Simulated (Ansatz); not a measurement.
LaBiS2O (P4/nmm), computed twice by G0W0.

```
La Bi S O
1.0
     4.05550    0.00000    0.00000
     0.00000    4.05550    0.00000
     0.00000    0.00000   14.17327
La Bi S O
2 2 4 2
Cartesian
  2.0277 0.0000 8.3302
  0.0000 2.0277 5.8430
  0.0000 2.0277 12.2992
  2.0277 0.0000 1.8741
  2.0277 0.0000 12.6145
  0.0000 2.0277 1.5588
  0.0000 2.0277 9.7824
  2.0277 0.0000 4.3909
  0.0000 0.0000 7.0866
  2.0277 2.0277 7.0866
```

The cell and positions are those that the Materials Project relaxed with its own functionals (PBE, PBE+U or r2SCAN), kept fixed. Spin-orbit coupling is left out unless a run names it. PAW set soft_2, made with PBE.

The first (Ansatz 0.2.0; start LDA, 4×4×2 mesh, 1071 empty bands, screening to 160 eV; 1 × NVIDIA H100 80GB HBM3 (shared by 6 runs) with 3 threads of AMD EPYC 7R13 (Zen 3), shared host) gave, on its mesh: starting gap 0.82 eV, G0W0 gap 1.23 eV, RPA ε∞ (mean) 22.50, 1.9 min.

The second gave: starting gap 0.82 eV, G0W0 gap 1.21 eV, RPA ε∞ (mean) 22.50, 2.3 min.

**Question.** What was changed in the input? Choose among start, files, mesh, bands and cutoff, frequency model or another key.

Changed: frequency model from contour deformation to plasmon pole. The starting gap stayed, which rules out the functional and points to the GW step. Other changes could give like numbers; this is the one that was made.

Limits: not at the basis limit; f levels unsure; no spin-orbit coupling; coarse k mesh.

[Paths, hosts, dates, memory and timing lines, banners, echoed tables and standing remarks are left out of the program output.]

[Logs are printed without paths, hosts, clocks, repeated set-up lines and the standing remarks that a program may print on its own settings, such as how far it seeks lower states.]

[Runs of the session that timed out or met a known fault of the program may be left out.]

[Cells called generated may have been cut or substituted from an entry of the Crystallography Open Database or the Materials Project.]

[Hosts, paths, dates, database ids (printed as entryN), source tags and the programs' standing remarks are cut or masked in the printed files.]
